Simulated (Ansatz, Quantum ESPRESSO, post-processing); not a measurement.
# Band offsets of the GaP/Si(110) superlattice, 5 + 5 layers, a = 5.38 Å, part 2 of 2

How do the band edges meet in the GaP/Si(110) superlattice, 5 + 5 layers, a = 5.38 Å?

Quantum ESPRESSO 7.5; plane-wave DFT, LDA, GBRV ultrasoft pseudopotentials; cross-check by Ansatz 0.2.0 with PAW datasets.

So far. Step 3 (SCF with pw.x of bulk GaP): The run needed 9 iterations to bring the estimated error under 1e-07 Ry. Step 11 (Self-consistent run of the superlattice): The run needed 25 iterations to bring the estimated error under 1e-07 Ry; the largest force on any atom, held or free, is 0.59 eV/Å.

### 14. Projections on atomic orbitals

projwfc.x splits the states by atom and orbital; the spilling says how much the atomic basis misses.

The input, pdos.in:

```
&projwfc
  prefix = 'ab'
  outdir = './out'
  filpdos = 'pdos'
  Emin = 4.654
  Emax = 11.654
  DeltaE = 0.05
  ngauss = 0
  degauss = 0.006
/
```

The run is started by

```sh
$ OMP_NUM_THREADS=1 mpirun -n 4 projwfc.x -in pdos.in > pdos.out
```

Elapsed: 5.2 s, on 4 MPI ranks of Arm Neoverse V1, shared host; peak memory 0.33 GiB; 21 s of CPU time.

Read from the output:

- spilling of the projection: 0.0034

The density of states has structure finer than the step of the table below, so its rows give means over 0.2 eV, whole bins alone (the curve runs from -3 to 2.15 eV). Peaks (eV: height): -2.35: 16.4, -1.85: 11.2, -1.40: 9.66, 0.75: 5.24, 1.85: 16.7.

Gaussian width 0.006 Ry; cut where the computed bands begin to run out. The density of states by energy, zero at the Fermi level; means over each step:

energy (eV), density of states (states/eV a cell) and a bar:
```
     -2.8       11.6 ########################
     -2.6       12.8 ###########################
     -2.4       14.1 #############################
     -2.2       12.1 #########################
     -2.0        9.1 ###################
     -1.8        9.7 ####################
     -1.6        7.0 ##############
     -1.4        8.6 ##################
     -1.2        5.1 ###########
     -1.0        3.0 ######
     -0.8        3.0 ######
     -0.6        2.2 #####
     -0.4        0.9 ##
     -0.2        0.3 #
      0.0        0.0 
      0.2        0.4 #
      0.4        1.8 ####
      0.6        2.7 ######
      0.8        4.4 #########
      1.0        5.4 ###########
      1.2        7.5 ################
      1.4        7.3 ###############
      1.6       10.2 #####################
      1.8       14.4 ##############################
      2.0       13.4 ############################
```

Projected DOS an atom over height of the atomic layer and energy from the Fermi level. Columns are the atomic layers from the bottom up.

Ten even steps from '0' (0.001 states/eV) to '9' (0.736 states/eV), each cell a mean:
```
7787787778
8888888788
5444566666
4333454445
3323344444
2111233333
1000122222
0000011111
0000000000
0000000000
0000000000
1000111111
1111122222
2111222222
4333454445
4434465556
4545466666
5676566666
7888788888
8898899999
8999877777
8787878887
```
Columns: height of the atomic layer (Å) from 0 to 17.1; rows upwards: energy from the Fermi level (eV) from -3 to 2.15.

Löwdin valence electrons by atom:

| atom | Löwdin valence electrons (e) |
| --- | --- |
| Ga1 | 19.0 |
| P2 | 5.0 |
| Ga3 | 19.0 |
| P4 | 5.0 |
| Ga5 | 19.0 |
| P6 | 5.0 |
| Ga7 | 19.0 |
| P8 | 5.0 |
| Ga9 | 19.0 |
| P10 | 5.0 |
| Si11 | 3.9 |
| Si12 | 4.0 |
| Si13 | 4.0 |
| Si14 | 4.0 |
| Si15 | 4.0 |
| Si16 | 4.0 |
| Si17 | 4.0 |
| Si18 | 4.0 |
| Si19 | 3.9 |
| Si20 | 4.0 |

The atomic orbitals miss 0.3 % of the occupied states; for empty states the projections can miss much more.

### 15. The line-up

Each edge is taken over its own crystal's mean potential and then placed on the mean potential of those layers in the superlattice:

| crystal | valence top − mean (eV) | conduction bottom − mean (eV) | mean in the superlattice (eV) |
| --- | --- | --- | --- |
| GaP | 4.898 | 6.270 | 2.118 |
| Si | 5.015 | 5.440 | 2.279 |

Valence offset = (5.015 + 2.279) − (4.898 + 2.118) = 0.278 eV; conduction offset = -0.669 eV.

### 16. The same in Ansatz of bulk GaP

As a check, the same structure is run in Ansatz.

Level of this step: plane-wave DFT, LDA, Ansatz PAW (Ansatz 0.2.0).

The input, input.yaml:

```yaml
crystal:
  lattice:
    - [5.38, 0.0, 0.0]
    - [0.0, 3.8042344828, 0.0]
    - [0.0, 0.0, 3.8042344828]
  atoms:
    - { symbol: Ga, position: [0.0, 0.0, 0.0] }
    - { symbol: P, position: [0.25, 0.5, 0.0] }
    - { symbol: Ga, position: [0.5, 0.5, 0.5] }
    - { symbol: P, position: [0.75, 0.0, 0.5] }
kpoints:
  mp_grid: { grid: [6, 8, 8] }
hamiltonian:
  xc: lda
scf:
  occupations: { method: fermi_dirac, width: 0.02 }
  convergence: { dr2_threshold: 1.0e-08 }
output:
  eigenvalues: true
checkpoint:
  write: az.a.run
  compress: false
  write_wavefunctions: false
```

The run is started by

```sh
$ ansatz run input.yaml --threads 4 --pin off --max-ram 8192MiB --backend cpu --events-out ev --progress --plain --runs-dir out
```

Elapsed: 2.5 s, on 4 threads; peak memory 0.5 GiB.

This step gave:

```
free energy         : -8867.5340 eV
Fermi energy        : 8.032 eV
gap by band count   : 1.374 eV
symmetry operations : 16
```

### 17. The same in Ansatz of bulk Si

input.yaml, the sections that differ from step 16:

```yaml
crystal:
  lattice:
    - [5.38, 0.0, 0.0]
    - [0.0, 3.8042344828, 0.0]
    - [0.0, 0.0, 3.8042344828]
  atoms:
    - { symbol: Si, position: [0.0, 0.0, 0.0] }
    - { symbol: Si, position: [0.25, 0.5, 0.0] }
    - { symbol: Si, position: [0.5, 0.5, 0.5] }
    - { symbol: Si, position: [0.75, 0.0, 0.5] }
checkpoint:
  write: az.b.run
  compress: false
  write_wavefunctions: false
# kpoints, hamiltonian, scf, output: as in step 16
```

The job ended after 0.88 s (4 threads; peak memory 0.48 GiB; 3 s of CPU time).

Numbers from this step:

```
free energy         : -2434.5869 eV
Fermi energy        : 6.564 eV
gap by band count   : 0.4220 eV
symmetry operations : 32
```

### 18. Offsets by Ansatz's align-bands

Level of this step: band offsets by ansatz align-bands; plane-wave DFT, LDA, Ansatz PAW (Ansatz 0.2.0).

The input, align.yaml:

```yaml
offset:
  left:
    bulk: { run: az.a.run }
    window: [1.902117241392, 5.706351724175]
    period: 3.804234482784
  right:
    bulk: { run: az.b.run }
    window: [11.41270344835, 15.21693793113]
    period: 3.804234482784
  interface: { run: relax.run, axis: 3 }
```

The run is started by

```sh
$ ansatz align-bands align.yaml -- --threads 4 --pin off
```

Wall time 0.05 s (4 threads).

The program refused the input before any cycle.

The program's message: “Error: offset.right.bulk (az.b.run): the run's report holds no band edges: run a crystal with a gap at scf.occupations.method: fixed (a smearing can hide a gap that it is not narrow beside), with an e …”

### 19. Self-consistent run of bulk Si, with ecutwfc = 20, ecutrho = 100 and nosym = True

A sensitivity test on the input.

Level of this step: plane-wave DFT, LDA, GBRV ultrasoft pseudopotentials (Quantum ESPRESSO 7.5).

The input, b.w0.in:

```
&control
  prefix = 'b.w0'
  outdir = './out'
  pseudo_dir = './pseudo'
  calculation = 'scf'
  tprnfor = .true.
/
&system
  ibrav = 0
  nat = 4
  ntyp = 1
  ecutwfc = 20
  ecutrho = 100
  occupations = 'smearing'
  smearing = 'fd'
  degauss = 0.002
  nosym = .true.
/
&electrons
  conv_thr = 1e-07
  mixing_beta = 0.5
  electron_maxstep = 120
/
ATOMIC_SPECIES
  Si  28.0850  si_lda_v1.uspp.F.UPF
CELL_PARAMETERS angstrom
  5.38000000000000 0.00000000000000 0.00000000000000
  0.00000000000000 3.80423448278363 0.00000000000000
  0.00000000000000 0.00000000000000 3.80423448278363
ATOMIC_POSITIONS crystal
  Si  0.000000000000 0.000000000000 0.000000000000
  Si  0.250000000000 0.500000000000 0.000000000000
  Si  0.500000000000 0.500000000000 0.500000000000
  Si  0.750000000000 0.000000000000 0.500000000000
K_POINTS automatic
  6 8 8 0 0 0
```

The run is started by

```sh
$ OMP_NUM_THREADS=1 mpirun -n 4 pw.x -nk 4 -in b.w0.in > b.w0.out
```

Elapsed: 8.4 s, on 4 MPI ranks; peak memory 0.23 GiB; 33 s of CPU time.

The changed values were drawn from a wide range, not chosen for quality; the comparison shows what they did here together.

Beside the run it was changed from:

| quantity | this run | unchanged run | difference |
| --- | --- | --- | --- |
| free energy (eV) | -524.0784 | -524.1025 | 0.024 |
| wall time (s) | 8.4 | 7.2 |  |
| SCF iterations | 7 | 7 |  |

The free energy moves by +6 meV an atom.

### 20. Results

```json
{
  "valence top of Si less that of GaP": "0.28 eV",
  "conduction bottom of Si less that of GaP": "-0.67 eV",
  "gap of bulk GaP along the path": "1.37 eV",
  "gap of bulk Si along the path": "0.42 eV"
}
```

**Reading.** The valence top of Si lies 0.28 eV above that of GaP, and its conduction bottom 0.67 eV below (LDA, GBRV ultrasoft). At this level the alignment is straddling (type I): one gap lies inside the other. The conduction bottom lies on the line from Γ to X in GaP and on the line from Γ to X in Si. In GaP the L valley lies 0.25 eV higher, near enough that the order hangs on level and lattice constant. The atoms are held on ideal sites, so the interface is not relaxed. The thickness of the layers was not varied. Both crystals are held cubic at a = 5.38 Å, a typed value between or near their lattice constants, which no run here tested; a real film grown on one of them would be clamped in the plane and relax along the normal. Semilocal gaps are too small and can put the valleys in the wrong order, which spoils the conduction offset more than the valence offset. Spin-orbit coupling is left out; depending on the atoms that carry the levels of interest, it can split and shift them by some tens of meV.

[Logs are printed without paths, hosts, clocks, repeated set-up lines and the standing remarks that a program may print on its own settings, such as how far it seeks lower states.]

[Hosts, paths, dates, database ids (printed as entryN), source tags and the programs' standing remarks are cut or masked in the printed files.]

[Maps of the electrostatic potential energy from Ansatz leave out the sawtooth potential of an applied field or a dipole correction, so their vacuum need not be flat; planar profiles and work functions include it.]
